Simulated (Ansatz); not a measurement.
# O on Rh(111): change of the work function, part 2 of 3

Wanted: Δφ(θ) for O/Rh(111), starting from the fcc site.

Ansatz 0.2.0; plane-wave DFT, PBE, Ansatz PAW.

So far, work function, upper face (eV): step 2 (the clean slab) 5.17.

## 3. The covered slab, k-mesh 6×6×1, coverage 0.25 ML

System of this step: Rh16O (O/Rh(111)). The cell holds 17 atoms: 16 Rh and 1 O. Its edges and angles: a = 5.374 Å, b = 5.374 Å, c = 26.051 Å, α = 90.0°, β = 90.0°, γ = 60.0°. Vacuum lies along c.

The clean slab as it ended is repeated in the plane and the adsorbate is set on one face; the cell's size fixes the coverage, and the k-mesh shrinks with it to keep the sampling density about even. Adsorbate and upper layers relax, since the dipole depends on the height.

input.yaml reads:

```yaml
crystal:
  lattice:
    - [5.374011537, -1.0e-10, 0.0]
    - [2.6870057685, 4.6540305112, 0.0]
    - [0.0, 0.0, 26.0513797458]
  atoms:
    - { symbol: Rh, position: [0.0, 0.0, 0.3454711454] }
    - { symbol: Rh, position: [0.1666666667, 0.1666666667, 0.4296866857] }
    - { symbol: Rh, position: [0.3333333333, 0.3333333333, 0.5137573572] }
    - { symbol: Rh, position: [0.0, 0.0, 0.5978113474] }
    - { symbol: Rh, position: [0.0, 0.5, 0.3454711454] }
    - { symbol: Rh, position: [0.1666666667, 0.6666666667, 0.4296866857] }
    - { symbol: Rh, position: [0.3333333333, 0.8333333333, 0.5137573572] }
    - { symbol: Rh, position: [0.0, 0.5, 0.5978113474] }
    - { symbol: Rh, position: [0.5, 0.0, 0.3454711454] }
    - { symbol: Rh, position: [0.6666666667, 0.1666666667, 0.4296866857] }
    - { symbol: Rh, position: [0.8333333333, 0.3333333333, 0.5137573572] }
    - { symbol: Rh, position: [0.5, 0.0, 0.5978113474] }
    - { symbol: Rh, position: [0.5, 0.5, 0.3454711454] }
    - { symbol: Rh, position: [0.6666666667, 0.6666666667, 0.4296866857] }
    - { symbol: Rh, position: [0.8333333333, 0.8333333333, 0.5137573572] }
    - { symbol: Rh, position: [0.5, 0.5, 0.5978113474] }
    - { symbol: O, position: [0.1666666667, 0.1666666667, 0.6545288546] }
kpoints:
  mp_grid: { grid: [6, 6, 1] }
hamiltonian:
  xc: pbe
scf:
  occupations: { method: fermi_dirac, width: 0.1 }
  convergence: { dr2_threshold: 1.0e-08 }
efield:
  axis: 3
  dipole_correction: true
  ramp_position: 0.97
  ramp_width: 0.06
relax:
  f_tol: 0.02
  max_steps: 60
  constraints: [{ sites: [0, 1, 4, 5, 8, 9, 12, 13] }]
output:
  dos: { projected: true, e_range: [-8, 4] }
  write_potential: true
  write_density: true
  volumetric_format: npy
  elf: true
```

Started as:

```
> ansatz run input.yaml --threads 4 --pin off --max-ram 6144MiB --backend cpu --events-out ev --progress --plain --runs-dir out
```

Numbers of over 12 decimals in the logs are rounded to 6 here.

The log of the run:

```text
[...]
Crystal: 17 atoms, lattice volume = 651.566 Å³
Basis set: ecut = 420 eV, 12645 PW (Γ), exchange–correlation on 72×72×360 points (8 copies of the dense FFT grid, shifted against one another)
Bands: 167, of which v1, the nominal top of the filled ones, is band 139 counted from 1 (138 counted from 0)
Symmetry: 6 space group operations
[...]
k-points: 7 of 36 (time reversal used)
[...]
SCF iter   1: F=—  HF=-103006.848194 eV  |F-HF|=—  |Δ(HF+E_count)|=         —  Δρ=8.05e-3  dr2=4.73e0  ethr=1.77e-3  p=-0.122 e·Å  D=-3.39e-2 V/Å  ΔV_dip=0.88 eV  dr2_dipole=1.60e0  V_vac-E_F(+/−)=5.96/5.08 eV  ⟨swp⟩=7.7  Hψ=4970  notcnv=0  defer=21
[...]
SCF iter  10: F=-103006.811787 eV  HF=-103006.811786 eV  |F-HF|=9.99e-8  |Δ(HF+E_count)|=   6.33e-8  Δρ=8.42e-7  dr2=5.70e-9  ethr=3.60e-12  p=-0.133 e·Å  D=-3.68e-2 V/Å  ΔV_dip=0.96 eV  dr2_dipole=9.34e-11  V_vac-E_F(+/−)=6.12/5.16 eV  ⟨swp⟩=15.0  Hψ=9562  notcnv=0
SCF 1 converged in 10 iterations: F = -103006.811787 eV  dr2 = 5.70e-9
[...]
relax step   1: F+E_penalty+E_count = -103006.81178658 eV  Δ(F+E_penalty+E_count) = +0.000e0 eV  max|allowed force component| = 2.338e0 eV/Å  Δτ_max = 0.0000 Å  (10 SCF iters, accepted)
[...]
SCF iter  10: F=-103007.080078 eV  HF=-103007.080078 eV  |F-HF|=1.85e-8  |Δ(HF+E_count)|=   1.00e-7  Δρ=5.63e-7  dr2=3.60e-9  ethr=3.60e-12  p=-0.099 e·Å  D=-2.76e-2 V/Å  ΔV_dip=0.72 eV  dr2_dipole=1.38e-10  V_vac-E_F(+/−)=5.89/5.17 eV  ⟨swp⟩=14.9  Hψ=8318  notcnv=0
SCF 2 converged in 10 iterations: F = -103007.080078 eV  dr2 = 3.60e-9
relax step   2: F+E_penalty+E_count = -103007.08007832 eV  Δ(F+E_penalty+E_count) = -2.683e-1 eV  max|allowed force component| = 1.055e0 eV/Å  Δτ_max = 0.0919 Å  (10 SCF iters, accepted)
SCF iter   1: F=—  HF=-103007.151769 eV  |F-HF|=—  |Δ(HF+E_count)|=         —  Δρ=4.82e-3  dr2=1.62e-1  ethr=4.82e-4  p=-0.099 e·Å  D=-2.76e-2 V/Å  ΔV_dip=0.72 eV  dr2_dipole=4.64e-2  V_vac-E_F(+/−)=5.88/5.16 eV  ⟨swp⟩=4.7  Hψ=2895  notcnv=0  defer=41
[...]
SCF iter  10: F=-103007.138497 eV  HF=-103007.138497 eV  |F-HF|=3.52e-8  |Δ(HF+E_count)|=   2.56e-8  Δρ=3.44e-7  dr2=1.71e-9  ethr=3.60e-12  p=-0.071 e·Å  D=-1.98e-2 V/Å  ΔV_dip=0.52 eV  dr2_dipole=3.02e-10  V_vac-E_F(+/−)=5.68/5.17 eV  ⟨swp⟩=9.0  Hψ=7350  notcnv=0
SCF 3 converged in 10 iterations: F = -103007.138497 eV  dr2 = 1.71e-9
relax step   3: F+E_penalty+E_count = -103007.13849674 eV  Δ(F+E_penalty+E_count) = -5.842e-2 eV  max|allowed force component| = 1.860e-1 eV/Å  Δτ_max = 0.1020 Å  (10 SCF iters, accepted)
[...]
relax step   4: F+E_penalty+E_count = -103007.14153458 eV  Δ(F+E_penalty+E_count) = -3.038e-3 eV  max|allowed force component| = 4.658e-2 eV/Å  Δτ_max = 0.0236 Å  (9 SCF iters, accepted)
SCF iter   1: F=—  HF=-103007.142130 eV  |F-HF|=—  |Δ(HF+E_count)|=         —  Δρ=1.19e-3  dr2=1.61e-2  ethr=4.81e-5  p=-0.072 e·Å  D=-2.00e-2 V/Å  ΔV_dip=0.52 eV  dr2_dipole=4.30e-3  V_vac-E_F(+/−)=5.69/5.17 eV  ⟨swp⟩=2.0  Hψ=2085  notcnv=0  defer=39
[...]
SCF iter   8: F=-103007.142295 eV  HF=-103007.142295 eV  |F-HF|=4.22e-8  |Δ(HF+E_count)|=   1.63e-7  Δρ=6.56e-7  dr2=4.81e-9  ethr=3.60e-12  p=-0.072 e·Å  D=-1.99e-2 V/Å  ΔV_dip=0.52 eV  dr2_dipole=2.68e-11  V_vac-E_F(+/−)=5.69/5.17 eV  ⟨swp⟩=13.7  Hψ=8806  notcnv=0
SCF 5 converged in 8 iterations: F = -103007.142295 eV  dr2 = 4.81e-9
relax step   5: F+E_penalty+E_count = -103007.14229485 eV  Δ(F+E_penalty+E_count) = -7.603e-4 eV  max|allowed force component| = 1.301e-2 eV/Å  Δτ_max = 0.0121 Å  (8 SCF iters, accepted)
NSCF: frozen V_eff on 7 k-points
[...]
SCF converged after 8 iterations
Free energy (F): -103007.142295 eV
[...]
Internal energy: -103006.268889 eV  (E = F + TS)
E sigma→0 (E₀):  -103006.705592 eV
Entropy (-TS):   -0.873406 eV (-51.377 meV/atom)
Fermi energy:    4.111898 eV
Dipole field:    D = -0.019864 V/Å  (p = -0.071527 e·Å, saw-weighted, corrected)
Work function:   Φ+ = 5.6859 eV   Φ− = 5.1684 eV
[...]
--- Forces (eV/Å), atoms counted from 1 ---
  atom   1  Rh    -0.04220052    -0.02436448     0.03442302
  atom   2  Rh     0.00000000     0.00000000     0.00330365
  atom   3  Rh     0.00061551     0.00035536    -0.00952830
  atom   4  Rh     0.01126307     0.00650274     0.00805100
  atom   5  Rh     0.00000000     0.04872897     0.03442302
  atom   6  Rh    -0.07570696     0.04370943    -0.05326064
  atom   7  Rh    -0.00000000    -0.00071072    -0.00952830
  atom   8  Rh    -0.00000000    -0.01300547     0.00805100
  atom   9  Rh     0.04220052    -0.02436448     0.03442302
  atom  10  Rh    -0.00000000    -0.08741886    -0.05326064
  atom  11  Rh    -0.00061551     0.00035536    -0.00952830
  atom  12  Rh    -0.01126307     0.00650274     0.00805100
  atom  13  Rh     0.00000000     0.00000000     0.06360714
  atom  14  Rh     0.07570696     0.04370943    -0.05326064
  atom  15  Rh    -0.00000000    -0.00000000    -0.00941594
  atom  16  Rh    -0.00000000    -0.00000000     0.00376582
  atom  17  O     -0.00000000     0.00000000    -0.00034290
  max |Σ_I F_I| component: 2.70e-5 eV/Å
--- Band table (eV; the first three rows and the last of 7) ---
  k-point 0: bands = [... 135 lower, 4.5256, 4.5256, 4.7229, 4.7373, 4.7373, 4.7833, 4.7833, 4.8276, ... 24 higher]
  k-point 1: bands = [... 135 lower, 4.2918, 4.3323, 4.3782, 4.4409, 4.4990, 4.5131, 4.5209, 4.6486, ... 24 higher]
  k-point 2: bands = [... 135 lower, 3.6922, 3.8469, 3.8489, 4.0110, 4.0377, 4.0646, 4.1211, 4.2441, ... 24 higher]
  k-point 6: bands = [... 135 lower, 3.7099, 3.9057, 3.9405, 4.0091, 4.0881, 4.0947, 4.1174, 4.2005, ... 24 higher]
--- Relaxed structure (5 steps of the walk, 5 accepted, 0 SCFs on fresh bases) ---
  F+E_penalty+E_count = -103007.14229485 eV   max|allowed force component| = 1.301e-2 eV/Å
  atoms:
    - { symbol: Rh, position: [-1.7959490104491818e-17, -1.795949010449182e-17, 0.345471] }
    - { symbol: Rh, position: [0.166667, 0.166667, 0.429687] }
    - { symbol: Rh, position: [0.333726, 0.333726, 0.513404] }
    - { symbol: Rh, position: [-0.00407167, -0.00407167, 0.600699] }
    - { symbol: Rh, position: [-5.551115123125783e-17, 0.5, 0.345471] }
    - { symbol: Rh, position: [0.166667, 0.666667, 0.429687] }
    - { symbol: Rh, position: [0.333726, 0.832547, 0.513404] }
    - { symbol: Rh, position: [-0.00407167, 0.508143, 0.600699] }
    - { symbol: Rh, position: [0.5, -1.7959490104087922e-17, 0.345471] }
    - { symbol: Rh, position: [0.666667, 0.166667, 0.429687] }
    - { symbol: Rh, position: [0.832547, 0.333726, 0.513404] }
    - { symbol: Rh, position: [0.508143, -0.00407167, 0.600699] }
    - { symbol: Rh, position: [0.500000, 0.500000, 0.345471] }
    - { symbol: Rh, position: [0.666667, 0.666667, 0.429687] }
    - { symbol: Rh, position: [0.833333, 0.833333, 0.515088] }
    - { symbol: Rh, position: [0.500000, 0.500000, 0.597216] }
    - { symbol: O, position: [0.166667, 0.166667, 0.647364] }
```

It took 70 s on 4 threads of Intel Xeon Platinum 8488C (Sapphire Rapids), shared host; peak memory 2.7 GiB.

This run has no spin polarisation, although Rh can carry a moment.

Step by step:

```tsv
step	energy less that of the first step (eV)	largest force component (eV/Å)
1	0.0000	2.3376
2	-0.2683	1.0547
3	-0.3267	0.1860
4	-0.3297	0.0466
5	-0.3305	0.0130
```

The run keeps the 6 symmetry operations that it works with, so distortions that break them were not tested.

The atoms that moved most (Å):

```tsv
atom	dx	dy	dz	length
O17	0.000	0.000	-0.187	0.187
Rh8	0.000	0.038	0.075	0.084
Rh12	0.033	-0.019	0.075	0.084
Rh4	-0.033	-0.019	0.075	0.084
Rh15	0.000	0.000	0.035	0.035
Rh16	0.000	0.000	-0.016	0.016
Rh3	0.003	0.002	-0.009	0.010
Rh7	0.000	-0.004	-0.009	0.010
```

Final coordinates:

```xyz
17
Lattice="5.3740 0.0000 0.0000 2.6870 4.6540 0.0000 0.0000 0.0000 26.0514" Properties=species:S:1:pos:R:3
Rh    0.0000    0.0000    9.0000
Rh    1.3435    0.7757   11.1939
Rh    2.6902    1.5532   13.3749
Rh   -0.0328   -0.0189   15.6490
Rh    1.3435    2.3270    9.0000
Rh    2.6870    3.1027   11.1939
Rh    4.0305    3.8747   13.3749
Rh    1.3435    2.3649   15.6490
Rh    2.6870    0.0000    9.0000
Rh    4.0305    0.7757   11.1939
Rh    5.3708    1.5532   13.3749
Rh    2.7198   -0.0189   15.6490
Rh    4.0305    2.3270    9.0000
Rh    5.3740    3.1027   11.1939
Rh    6.7175    3.8784   13.4188
Rh    4.0305    2.3270   15.5583
O     1.3435    0.7757   16.8647
```

Numbers from this step:

| Quantity | Value |
| --- | --- |
| energy at zero smearing | -103006.7056 eV |
| work function, upper face | 5.686 eV |
| work function, lower face | 5.168 eV |
| dipole along the normal | -0.07153 e·Å |
| step between the vacuum levels | 0.5175 eV |

Running mean over 2.194 Å of the planar mean; the ramp of the sawtooth is left out. Electron's electrostatic potential energy less the Fermi level against z:

```tsv
z (Å)	electron's electrostatic potential energy less the Fermi level (eV)
4	5.17
5	5.16
6	5.10
7	4.16
8	-5.56
9	-12.7
10	-13.1
11	-13.2
12	-13.3
13	-13.2
14	-12.8
15	-12.7
16	-12.7
17	-1.49
18	4.70
19	5.65
20	5.68
21	5.69
22	5.69
23	5.69
```

The density of states has structure finer than the step of the table below, so its rows give means over 0.25 eV, whole bins alone (the curve runs from -8 to 1.98 eV). Peaks (eV: height): -4.150: 48.4, -2.740: 62.2, -2.620: 49.5, -2.530: 50.5, -2.350: 51.1, -1.350: 50.0, -1.200: 50.4.

Table of density of states by energy, zero at the Fermi level; means over each step:

```tsv
energy (eV)	density of states (states/eV a cell)
-7.75	0
-7.50	0.0133
-7.25	0.796
-7.00	0.935
-6.75	1.21
-6.50	2.22
-6.25	6.33
-6.00	8.12
-5.75	15.3
-5.50	23.1
-5.25	22.6
-5.00	26.8
-4.75	23.3
-4.50	22.7
-4.25	26.6
-4.00	17.1
-3.75	23.2
-3.50	21.8
-3.25	21.7
-3.00	26.8
-2.75	33.4
-2.50	35.1
-2.25	29.0
-2.00	26.4
-1.75	20.0
-1.50	24.6
-1.25	27.7
-1.00	26.9
-0.75	24.6
-0.50	29.0
-0.25	22.7
0.00	26.6
0.25	29.4
0.50	27.8
0.75	18.1
1.00	11.9
1.25	4.41
1.50	8.42
1.75	2.11
```

Projected DOS per atom over height of the atomic layer and energy from the Fermi level. Layers: Rh4 Rh4 Rh4 Rh4 O from below.

Ten even steps from '_' (0.00 states/eV) to '@' (2.53 states/eV), each cell a mean:
```
__________
..........
--::--==--
##%%##++__
##++++**..
##++++##..
##==++**..
##++++**..
##====**..
@@******..
########__
==****++..
==++++==..
++==++==..
++++++++..
==@@%%::..
::##**--@@
__....::@@
______..==
__________
__________
__________
```
Columns: height of the atomic layer (Å) from 9 to 16.9 (not evenly spaced); rows upwards: energy from the Fermi level (eV) from -7.96 to 1.95.

ELF in the ca plane at fractional y = 0.167, with atoms of Rh and O within 0.2 Å of it. It is the smooth field of the valence electrons, not physical close to the nuclei.

Ten even steps from '0' (0.00) to '9' (0.84), each cell a mean:
```
24543222222224542233443222100000000000000000
24442222322224542233443210000000000000000000
23322224653222332222333211000000000000000000
33223247885232222222233221000000000000000000
33333258986223322222333321000000000000000000
23222247885232222222233221000000000000000000
23332224543223332223333210000000000000000000
24543222322224542233453210000000000000000000
24442222322224542223442233210000000000000000
23322224553223332222223688631000000000000000
33223247885232222222126889962000000000000000
33333258986233322211138659973100000000000000
23222247885232222222226889962000000000000000
23332224543222332222322577631000000000000000
```
Columns run along c (16.0 Å, from fractional 0.32 to 0.93 of the cell), rows up along a (5.4 Å). Atoms in or near the plane, at fractional coordinates: Rh at (0.43, 0.17), Rh at (0.43, 0.67), O at (0.65, 0.17).

Valence density in the ca plane at fractional y = 0.167, with atoms of Rh and O within 0.2 Å of it. It is the smooth field of the valence electrons, not physical close to the nuclei.

Values in units of 1e0 e/Å³, 8 rows by 16 columns, each cell a mean:
```
1.1 1.0 0.3 0.4 0.5 1.6 0.4 1.4 0.4 0.1 0.0 0.0 0.0 0.0 0.0 0.0
0.5 0.5 1.5 2.7 0.4 0.7 0.3 0.6 0.2 0.0 0.0 0.0 0.0 0.0 0.0 0.0
0.2 0.3 4.5 8.4 0.4 0.3 0.2 0.3 0.1 0.0 0.0 0.0 0.0 0.0 0.0 0.0
0.5 0.5 1.6 2.9 0.4 0.6 0.3 0.7 0.2 0.0 0.0 0.0 0.0 0.0 0.0 0.0
1.1 1.0 0.3 0.4 0.5 1.6 0.4 1.4 0.4 0.1 0.0 0.0 0.0 0.0 0.0 0.0
0.5 0.5 1.5 2.7 0.4 0.7 0.3 0.5 1.2 0.6 0.0 0.0 0.0 0.0 0.0 0.0
0.2 0.3 4.5 8.4 0.4 0.3 0.2 0.3 3.8 2.1 0.0 0.0 0.0 0.0 0.0 0.0
0.5 0.5 1.7 3.0 0.4 0.6 0.2 0.6 1.3 0.6 0.0 0.0 0.0 0.0 0.0 0.0
```
Columns run along c (16.0 Å, from fractional 0.32 to 0.93 of the cell), rows up along a (5.4 Å). Atoms in or near the plane, at fractional coordinates: Rh at (0.43, 0.17), Rh at (0.43, 0.67), O at (0.65, 0.17).

Electrostatic potential energy in the ca plane at fractional y = 0.167, with atoms of Rh and O within 0.2 Å of it. With pseudopotentials it is smooth inside the atoms' cores, unlike the true potential.

Ten even steps from '0' (-54 eV) to '9' (10 eV), each cell a mean:
```
85457998889986457887447899999999999999999999
86458998888986457887557899999999999999999999
98778974237888778998778999999999999999999999
99899850003899889999889999999999999999999999
99999830001799999999999999999999999999999999
98889851003898889999889999999999999999999999
87678985457887678998668999999999999999999999
85457998889986457887447899999999999999999999
86458998888986457887557899999999999999999999
98778975347887778998778778999999999999999999
99899850003899889999887325999999999999999999
99999830001799999999986103899999999999999999
98889851003898889999887435999999999999999999
87678986457887778998778889999999999999999999
```
Columns run along c (16.0 Å, from fractional 0.32 to 0.93 of the cell; values clipped at the 3rd and 97th percentile), rows up along a (5.4 Å). Atoms in or near the plane, at fractional coordinates: Rh at (0.43, 0.17), Rh at (0.43, 0.67), O at (0.65, 0.17).

The relaxation took 5 steps and lowered the energy by 0.33 eV; the largest force on the free atoms ends at 0.013 eV/Å.

By hand: a sheet of dipoles makes a step −p/(ε₀A) in the electron's potential. With e/ε₀ = 180.95 V·Å, p = -0.07153 e·Å and A = 25.01 Å², that is −180.95 × (-0.07153) / 25.01 = +0.517 eV, and the two vacuum levels of the run differ by +0.517 eV.

The covered face has 5.69 eV, +0.52 eV against the clean one; the bare back face has moved by -0.00 eV, a measure of how thin the slab is.

(Part 2 of 3 ends here.)

[Logs are printed without paths, hosts, clocks, repeated set-up lines and the standing remarks that a program may print on its own settings, such as how far it seeks lower states.]

[Hosts, paths, dates, database ids (printed as entryN), source tags and the programs' standing remarks are cut or masked in the printed files.]

[Maps of the electrostatic potential energy from Ansatz leave out the sawtooth potential of an applied field or a dipole correction, so their vacuum need not be flat; planar profiles and work functions include it.]
